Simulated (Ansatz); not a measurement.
# Meshes and cutoff for the phonons of CsH (Pm-3m), part 3 of 3

Wanted: convergence of the phonons of CsH (Pm-3m) against cost.

Ansatz 0.2.0; DFT LDA, scalar-relativistic, plane waves, PAW.

So far, highest frequency on the path or at a solved wavevector (cm⁻¹): 722 in steps 3, 4, 6 and 11. The relaxed cell has a = 3.639 Å (conventional setting).

**14. Another cutoff, cutoff 170 eV, q mesh 2×2×2**

The cutoff is set to 170 eV on a small fixed q mesh.

Contents of input.yaml:

```yaml
crystal:
  lattice:
    - [3.6385986822, 0.0, 0.0]
    - [0.0, 3.6385986822, 0.0]
    - [0.0, 0.0, 3.6385986822]
  atoms:
    - { symbol: Cs, position: [0.0, 0.0, 0.0] }
    - { symbol: H, position: [0.5, 0.5, 0.5] }
kpoints:
  mp_grid: { grid: [8, 8, 8] }
hamiltonian:
  xc: lda
scf:
  occupations: { method: fixed }
output:
  eigenvalues: true
phonons:
  method: dfpt
  qmesh: [2, 2, 2]
  temperatures: { t_max: 1000, t_step: 50 }
  qpath:
    path:
      - [[0.0, 0.0, 0.0], [0.0, 0.5, 0.0], [0.5, 0.5, 0.0], [0.0, 0.0, 0.0], [0.5, 0.5, 0.5], [0.0, 0.5, 0.0]]
      - [[0.5, 0.5, 0.5], [0.5, 0.5, 0.0]]
    npoints: 10
basis:
  ecutwfc: 170
```

On the command line:

```bash
ansatz run input.yaml --threads 4 --pin off --max-ram 7168MiB --backend cpu --events-out ev --progress --plain --runs-dir out
```

Numbers of over 12 decimals in the logs are rounded to 6 here.

Log:

```text
Warning: basis.ecutwfc = 170 eV is below the records' recommended 420 eV, and the density's cutoff is lower with it unless basis.ecutrho_ratio is high enough to keep the records' density cutoff: compare with a run at a higher cutoff
[...]
Crystal: 2 atoms, lattice volume = 48.173 Å³
Basis set: ecut = 170 eV, 251 PW (Γ), exchange–correlation on 32×32×32 points (8 copies of the dense FFT grid, shifted against one another)
Bands: 9, of which v1, the nominal top of the filled ones, is band 5 counted from 1 (4 counted from 0)
Symmetry: 48 space group operations
k-points: 35 of 512
[...]
SCF iter   1: F=—  HF=-5520.355580 eV  |F-HF|=—  |Δ(HF+E_count)|=         —  Δρ=1.69e-2  dr2=8.91e-2  ethr=1.77e-3  ⟨swp⟩=4.7  Hψ=1942  notcnv=0  defer=33
[...]
SCF iter   7: F=-5520.327479 eV  HF=-5520.327479 eV  |F-HF|=2.73e-12  |Δ(HF+E_count)|=  1.21e-10  Δρ=9.19e-8  dr2=4.93e-12  ethr=1.00e-12  ⟨swp⟩=5.2  Hψ=1254  notcnv=0
SCF 1 converged in 7 iterations: F = -5520.327479 eV  dr2 = 4.93e-12
[...]
k-points: 75 of 512 (irreducible under 8 space group operations, time reversal used)
[...]
SCF iter   3: F=-5520.327479 eV  HF=-5520.327479 eV  |F-HF|=1.09e-11  |Δ(HF+E_count)|=  1.36e-11  Δρ=1.88e-7  dr2=1.34e-11  ethr=1.00e-12  ⟨swp⟩=1.0  Hψ=1650  notcnv=0
SCF 2 converged in 3 iterations: F = -5520.327479 eV  dr2 = 1.34e-11
[...]
Bands: 6, of which v1, the nominal top of the filled ones, is band 5 counted from 1 (4 counted from 0)
k-points: 20 of 512
[...]
Eigensolver: Dense (20 Hₖ)
SCF iter   1: F=—  HF=-5520.832179 eV  |F-HF|=—  |Δ(HF+E_count)|=         —  Δρ=8.11e-3  dr2=8.54e-3  ethr=1.00e-1
[...]
SCF iter   5: F=-5520.832803 eV  HF=-5520.832803 eV  |F-HF|=2.94e-9  |Δ(HF+E_count)|=   2.08e-7  Δρ=9.24e-6  dr2=1.86e-8  ethr=9.14e-9
SCF 1 converged in 5 iterations: F = -5520.832803 eV  dr2 = 1.86e-8
[...]
SCF converged after 7 iterations
Free energy (F): -5520.327479 eV
[...]
Internal energy: -5520.327479 eV  (E = F + TS)
E sigma→0 (E₀):  -5520.327479 eV
Fermi energy:    5.367491 eV
[...]
--- Band table (eV; the first three rows and the last of 35) ---
[...]
ASR residual: 1.018e-4 → 0.000e0 eV/Å²; symmetrization residual: 3.496e-7 eV/Å²
  ASR residual per site (eV/Å²): 1.02e-4 3.14e-5
  Γ frequencies (cm⁻¹): 0.00 0.00 0.00 434.36 434.36 434.36
  Unit cell's response to a homogeneous field: 3 representative field directions (Σ response iterations 15)
  ε∞ (high-frequency dielectric tensor):
        4.215581     0.000000     0.000000
        0.000000     4.215581     0.000000
        0.000000     0.000000     4.215581
  ε⁰ (static dielectric tensor): not given — the deck does not say what the cell's rigid motions are, and on a molecule in a box or a wire the rigid rotations would enter the sum over the modes at Γ. For a crystal or a slab, whose only rigid motions are the translations, set phonons.rigid_motions: translations.
  Born effective charges Z* (e; rows j = field, columns β = displacement):
    site 0:
         1.15486   -0.00000    0.00000
         0.00000    1.15486    0.00000
         0.00000    0.00000    1.15486
    site 1:
        -1.15486    0.00000    0.00000
        -0.00000   -1.15486   -0.00000
         0.00000    0.00000   -1.15486
  Z* charge neutrality: 1.606e-3 e pre-enforcement
  solved inside a basis spanned on the 8×8×8 k-mesh, on 8×8×8 k-points, its susceptibility summed on 12×12×12: ε∞ is read to err by 1.9e-2, Z* by 1.3e-2 e; Z* is corrected for what the basis lacks
  optical modes at Γ without the LO–TO term, one row a degenerate level:
      ω (cm⁻¹)  modes    IR ((D/Å)²/amu)
        434.36      3            92.2698
  optical modes at Γ + LO–TO along q̂ = [1.0000, 0.0000, 0.0000]:
      ω (cm⁻¹)  modes    IR ((D/Å)²/amu)
        434.36      2            61.5132
        715.33      1            30.7566
  optical modes at Γ + LO–TO along q̂ = [0.0000, 1.0000, 0.0000]:
      ω (cm⁻¹)  modes    IR ((D/Å)²/amu)
        434.36      2            61.5132
        715.33      1            30.7566
  optical modes at Γ + LO–TO along q̂ = [0.0000, 0.0000, 1.0000]:
      ω (cm⁻¹)  modes    IR ((D/Å)²/amu)
        434.36      2            61.5132
        715.33      1            30.7566
--- Phonons (arbitrary-q DFPT): 4 irreducible q on the 2×2×2 mesh ---
[...]
interpolated dispersion: 63 rows × 6 modes
[...]
```

Run time: 6.2 s. Hardware: 4 threads of Intel Xeon 6975P-C (Granite Rapids), shared host; peak memory 0.53 GiB.

The run finished; it serves as a test, and its numbers are not taken as the result.

**15. Another cutoff, cutoff 230 eV, q mesh 2×2×2**

The cutoff is set to 230 eV on a small fixed q mesh.

Changes to input.yaml since step 14:

```diff
@@ -26,2 +26,2 @@
 basis:
-  ecutwfc: 170
+  ecutwfc: 230
```

Log:

```text
[...]
Crystal: 2 atoms, lattice volume = 48.173 Å³
Basis set: ecut = 230 eV, 389 PW (Γ), exchange–correlation on 36×36×36 points (8 copies of the dense FFT grid, shifted against one another)
Bands: 9, of which v1, the nominal top of the filled ones, is band 5 counted from 1 (4 counted from 0)
Symmetry: 48 space group operations
k-points: 35 of 512
[...]
SCF iter   1: F=—  HF=-5520.823992 eV  |F-HF|=—  |Δ(HF+E_count)|=         —  Δρ=1.14e-2  dr2=5.84e-2  ethr=1.77e-3  ⟨swp⟩=4.9  Hψ=2015  notcnv=0  defer=59
[...]
SCF iter   7: F=-5520.803479 eV  HF=-5520.803479 eV  |F-HF|=2.73e-12  |Δ(HF+E_count)|=  1.68e-10  Δρ=8.34e-8  dr2=1.93e-12  ethr=1.00e-12  ⟨swp⟩=5.2  Hψ=2008  notcnv=0
SCF 1 converged in 7 iterations: F = -5520.803479 eV  dr2 = 1.93e-12
[...]
k-points: 75 of 512 (irreducible under 8 space group operations, time reversal used)
[...]
SCF iter   3: F=-5520.803479 eV  HF=-5520.803479 eV  |F-HF|=4.00e-11  |Δ(HF+E_count)|=  6.28e-11  Δρ=3.43e-7  dr2=5.89e-11  ethr=1.00e-12  ⟨swp⟩=3.6  Hψ=3634  notcnv=0
SCF 2 converged in 3 iterations: F = -5520.803479 eV  dr2 = 5.89e-11
[...]
Bands: 6, of which v1, the nominal top of the filled ones, is band 5 counted from 1 (4 counted from 0)
k-points: 20 of 512
[...]
Eigensolver: Dense (20 Hₖ)
SCF iter   1: F=—  HF=-5520.895798 eV  |F-HF|=—  |Δ(HF+E_count)|=         —  Δρ=2.78e-3  dr2=8.29e-4  ethr=1.00e-1
[...]
SCF iter   4: F=-5520.895975 eV  HF=-5520.895975 eV  |F-HF|=5.19e-8  |Δ(HF+E_count)|=   1.05e-6  Δρ=1.41e-5  dr2=8.31e-8  ethr=2.66e-8
SCF 1 converged in 4 iterations: F = -5520.895975 eV  dr2 = 8.31e-8
[...]
SCF converged after 7 iterations
Free energy (F): -5520.803479 eV
[...]
Internal energy: -5520.803479 eV  (E = F + TS)
E sigma→0 (E₀):  -5520.803479 eV
Fermi energy:    5.368194 eV
[...]
--- Band table (eV; the first three rows and the last of 35) ---
[...]
ASR residual: 4.791e-5 → 0.000e0 eV/Å²; symmetrization residual: 8.580e-8 eV/Å²
  ASR residual per site (eV/Å²): 4.79e-5 1.25e-5
  Γ frequencies (cm⁻¹): 0.00 0.00 0.00 420.04 420.04 420.04
[...]
ε∞ (high-frequency dielectric tensor):
        4.213506    -0.000000     0.000000
       -0.000000     4.213506     0.000000
        0.000000     0.000000     4.213506
[...]
Born effective charges Z* (e; rows j = field, columns β = displacement):
    site 0:
         1.16027   -0.00000    0.00000
         0.00000    1.16027    0.00000
         0.00000    0.00000    1.16027
    site 1:
        -1.16027    0.00000    0.00000
        -0.00000   -1.16027    0.00000
         0.00000    0.00000   -1.16027
  Z* charge neutrality: 2.298e-3 e pre-enforcement
[...]
optical modes at Γ without the LO–TO term, one row a degenerate level:
      ω (cm⁻¹)  modes    IR ((D/Å)²/amu)
        420.04      3            93.1365
  optical modes at Γ + LO–TO along q̂ = [1.0000, 0.0000, 0.0000]:
      ω (cm⁻¹)  modes    IR ((D/Å)²/amu)
        420.04      2            62.0910
        708.98      1            31.0455
  optical modes at Γ + LO–TO along q̂ = [0.0000, 1.0000, 0.0000]:
      ω (cm⁻¹)  modes    IR ((D/Å)²/amu)
        420.04      2            62.0910
        708.98      1            31.0455
  optical modes at Γ + LO–TO along q̂ = [0.0000, 0.0000, 1.0000]:
      ω (cm⁻¹)  modes    IR ((D/Å)²/amu)
        420.04      2            62.0910
        708.98      1            31.0455
--- Phonons (arbitrary-q DFPT): 4 irreducible q on the 2×2×2 mesh ---
[...]
interpolated dispersion: 63 rows × 6 modes
[...]
```

It took 6.6 s on 4 threads; peak memory 0.53 GiB; 20 s of CPU time.

The run finished; it serves as a test, and its numbers are not taken as the result.

**16. Another cutoff, cutoff 290 eV, q mesh 2×2×2**

The cutoff is set to 290 eV on a small fixed q mesh.

Changes to input.yaml since step 15:

```diff
@@ -26,2 +26,2 @@
 basis:
-  ecutwfc: 230
+  ecutwfc: 290
```

Log:

```text
[...]
Crystal: 2 atoms, lattice volume = 48.173 Å³
Basis set: ecut = 290 eV, 515 PW (Γ), exchange–correlation on 48×48×48 points (8 copies of the dense FFT grid, shifted against one another)
Bands: 9, of which v1, the nominal top of the filled ones, is band 5 counted from 1 (4 counted from 0)
Symmetry: 48 space group operations
k-points: 35 of 512
[...]
SCF iter   1: F=—  HF=-5520.942464 eV  |F-HF|=—  |Δ(HF+E_count)|=         —  Δρ=9.75e-3  dr2=5.07e-2  ethr=1.77e-3  ⟨swp⟩=4.8  Hψ=2043  notcnv=0  defer=61
[...]
SCF iter   7: F=-5520.923893 eV  HF=-5520.923893 eV  |F-HF|=9.09e-13  |Δ(HF+E_count)|=  2.46e-11  Δρ=1.20e-7  dr2=2.93e-12  ethr=1.00e-12  ⟨swp⟩=5.9  Hψ=2312  notcnv=0
SCF 1 converged in 7 iterations: F = -5520.923893 eV  dr2 = 2.93e-12
[...]
k-points: 75 of 512 (irreducible under 8 space group operations, time reversal used)
[...]
SCF iter   4: F=-5520.923893 eV  HF=-5520.923893 eV  |F-HF|=1.73e-11  |Δ(HF+E_count)|=  7.91e-11  Δρ=2.52e-7  dr2=2.67e-11  ethr=1.00e-12  ⟨swp⟩=4.2  Hψ=4189  notcnv=0
SCF 2 converged in 4 iterations: F = -5520.923893 eV  dr2 = 2.67e-11
[...]
Bands: 6, of which v1, the nominal top of the filled ones, is band 5 counted from 1 (4 counted from 0)
k-points: 20 of 512
[...]
Eigensolver: Dense (20 Hₖ)
SCF iter   1: F=—  HF=-5520.942844 eV  |F-HF|=—  |Δ(HF+E_count)|=         —  Δρ=1.31e-3  dr2=1.66e-4  ethr=1.00e-1
[...]
SCF iter   4: F=-5520.942893 eV  HF=-5520.942893 eV  |F-HF|=4.23e-9  |Δ(HF+E_count)|=   2.10e-7  Δρ=5.87e-6  dr2=1.07e-8  ethr=9.04e-9
SCF 1 converged in 4 iterations: F = -5520.942893 eV  dr2 = 1.07e-8
[...]
SCF converged after 7 iterations
Free energy (F): -5520.923893 eV
[...]
Internal energy: -5520.923893 eV  (E = F + TS)
E sigma→0 (E₀):  -5520.923893 eV
Fermi energy:    5.327622 eV
[...]
--- Band table (eV; the first three rows and the last of 35) ---
[...]
ASR residual: 6.338e-5 → 0.000e0 eV/Å²; symmetrization residual: 9.879e-8 eV/Å²
  ASR residual per site (eV/Å²): 6.34e-5 1.41e-5
  Γ frequencies (cm⁻¹): 0.00 0.00 0.00 416.35 416.35 416.35
[...]
ε∞ (high-frequency dielectric tensor):
        4.206997     0.000000     0.000000
        0.000000     4.206997     0.000000
        0.000000     0.000000     4.206997
[...]
Born effective charges Z* (e; rows j = field, columns β = displacement):
    site 0:
         1.16457   -0.00000    0.00000
        -0.00000    1.16457   -0.00000
         0.00000    0.00000    1.16457
    site 1:
        -1.16457    0.00000    0.00000
         0.00000   -1.16457    0.00000
         0.00000   -0.00000   -1.16457
  Z* charge neutrality: 2.398e-4 e pre-enforcement
[...]
optical modes at Γ without the LO–TO term, one row a degenerate level:
      ω (cm⁻¹)  modes    IR ((D/Å)²/amu)
        416.35      3            93.8289
  optical modes at Γ + LO–TO along q̂ = [1.0000, 0.0000, 0.0000]:
      ω (cm⁻¹)  modes    IR ((D/Å)²/amu)
        416.35      2            62.5526
        708.87      1            31.2763
  optical modes at Γ + LO–TO along q̂ = [0.0000, 1.0000, 0.0000]:
      ω (cm⁻¹)  modes    IR ((D/Å)²/amu)
        416.35      2            62.5526
        708.87      1            31.2763
  optical modes at Γ + LO–TO along q̂ = [0.0000, 0.0000, 1.0000]:
      ω (cm⁻¹)  modes    IR ((D/Å)²/amu)
        416.35      2            62.5526
        708.87      1            31.2763
--- Phonons (arbitrary-q DFPT): 4 irreducible q on the 2×2×2 mesh ---
[...]
interpolated dispersion: 63 rows × 6 modes
[...]
```

Elapsed: 7.1 s, on 4 threads; peak memory 0.52 GiB.

The run finished; it serves as a test, and its numbers are not taken as the result.

**17. Another cutoff, cutoff 360 eV, q mesh 2×2×2**

The cutoff is set to 360 eV on a small fixed q mesh.

Changes to input.yaml since step 16:

```diff
@@ -26,2 +26,2 @@
 basis:
-  ecutwfc: 290
+  ecutwfc: 360
```

Log:

```text
[...]
Crystal: 2 atoms, lattice volume = 48.173 Å³
Basis set: ecut = 360 eV, 739 PW (Γ), exchange–correlation on 48×48×48 points (8 copies of the dense FFT grid, shifted against one another)
Bands: 9, of which v1, the nominal top of the filled ones, is band 5 counted from 1 (4 counted from 0)
Symmetry: 48 space group operations
k-points: 35 of 512
[...]
optical modes at Γ + LO–TO along q̂ = [0.0000, 1.0000, 0.0000]:
      ω (cm⁻¹)  modes    IR ((D/Å)²/amu)
        416.18      2            62.5110
        708.88      1            31.2555
  optical modes at Γ + LO–TO along q̂ = [0.0000, 0.0000, 1.0000]:
      ω (cm⁻¹)  modes    IR ((D/Å)²/amu)
        416.18      2            62.5110
        708.88      1            31.2555
--- Phonons (arbitrary-q DFPT): 4 irreducible q on the 2×2×2 mesh ---
[...]
interpolated dispersion: 63 rows × 6 modes
[...]
[key lines of the parts left out:]
SCF converged after 7 iterations
Free energy (F): -5520.953846 eV
Fermi energy:    5.326985 eV
```

Elapsed: 8.2 s, on 4 threads; peak memory 0.53 GiB.

The highest optical mode at the zone centre (no LO-TO term) is 416.2 cm⁻¹, +0.1 cm⁻¹ against the base run.

**18. Another cutoff, cutoff 550 eV, q mesh 2×2×2**

The cutoff is set to 550 eV on a small fixed q mesh.

Changes to input.yaml since step 17:

```diff
@@ -26,2 +26,2 @@
 basis:
-  ecutwfc: 360
+  ecutwfc: 550
```

Log:

```text
[...]
Crystal: 2 atoms, lattice volume = 48.173 Å³
Basis set: ecut = 550 eV, 1365 PW (Γ), exchange–correlation on 60×60×60 points (8 copies of the dense FFT grid, shifted against one another)
Bands: 9, of which v1, the nominal top of the filled ones, is band 5 counted from 1 (4 counted from 0)
Symmetry: 48 space group operations
k-points: 35 of 512
[...]
optical modes at Γ + LO–TO along q̂ = [0.0000, 1.0000, 0.0000]:
      ω (cm⁻¹)  modes    IR ((D/Å)²/amu)
        415.83      2            62.5271
        708.79      1            31.2635
  optical modes at Γ + LO–TO along q̂ = [0.0000, 0.0000, 1.0000]:
      ω (cm⁻¹)  modes    IR ((D/Å)²/amu)
        415.83      2            62.5271
        708.79      1            31.2635
--- Phonons (arbitrary-q DFPT): 4 irreducible q on the 2×2×2 mesh ---
[...]
interpolated dispersion: 63 rows × 6 modes
[...]
[key lines of the parts left out:]
SCF converged after 7 iterations
Free energy (F): -5520.959793 eV
Fermi energy:    5.325369 eV
```

The job ended after 14 s (4 threads; peak memory 0.64 GiB; 45 s of CPU time).

The highest optical mode at the zone centre (no LO-TO term) is 415.8 cm⁻¹, -0.3 cm⁻¹ against the base run.

**19. Results**

| Item | Value |
| --- | --- |
| mean frequency, q mesh 2×2×2 | 295 cm⁻¹ |
| mean frequency, q mesh 3×3×3 | 295 cm⁻¹ |
| mean frequency, q mesh 6×6×6 | 294 cm⁻¹ |
| highest optical mode at the zone centre (no LO-TO term), k-mesh 2×2×2 | -430 cm⁻¹ |
| highest optical mode at the zone centre (no LO-TO term), k-mesh 4×4×4 | 401 cm⁻¹ |
| highest optical mode at the zone centre (no LO-TO term), k-mesh 6×6×6 | 415 cm⁻¹ |
| highest optical mode at the zone centre (no LO-TO term), k-mesh 8×8×8 | 416 cm⁻¹ |
| highest optical mode at the zone centre (no LO-TO term), k-mesh 12×12×12 | 416 cm⁻¹ |
| highest optical mode at the zone centre (no LO-TO term), cutoff 170 eV | 434 cm⁻¹ |
| highest optical mode at the zone centre (no LO-TO term), cutoff 230 eV | 420 cm⁻¹ |
| highest optical mode at the zone centre (no LO-TO term), cutoff 290 eV | 416 cm⁻¹ |
| highest optical mode at the zone centre (no LO-TO term), cutoff 360 eV | 416 cm⁻¹ |
| highest optical mode at the zone centre (no LO-TO term), cutoff 550 eV | 416 cm⁻¹ |

Over the whole q mesh series, coarse runs included, the mean frequency runs from 294.5 to 294.8 cm⁻¹; from 2×2×2 on it stays within 0.3 cm⁻¹ of the finest run (6×6×6), against a tolerance of 2.9. The k mesh changes along this series too, so part of the change is its. Over the whole k mesh series, coarse runs included, the lowest mode on the q mesh (acoustic modes at Γ apart) runs from -439.2 to 28.6 cm⁻¹; from 6×6×6 on all solved modes stay within 1.2 cm⁻¹ of the finest run (12×12×12), against a tolerance of 7.2. Over the whole cutoff series, coarse runs included, the lowest mode on the q mesh (acoustic modes at Γ apart) runs from 27.2 to 31.1 cm⁻¹; from 230 eV on all solved modes stay within 4.8 cm⁻¹ of the finest run (550 eV), against a tolerance of 7.2. All runs share the cell relaxed at the base settings, which is not exactly at rest under another k mesh or cutoff. Spin-orbit coupling is left out, which can matter for the heavy elements here. These are harmonic frequencies at zero temperature: anharmonic shifts, linewidths and thermal expansion are left out.

[Logs are printed without paths, hosts, clocks, repeated set-up lines and the standing remarks that a program may print on its own settings, such as how far it seeks lower states.]

[Hosts, paths, dates, database ids (printed as entryN), source tags and the programs' standing remarks are cut or masked in the printed files.]
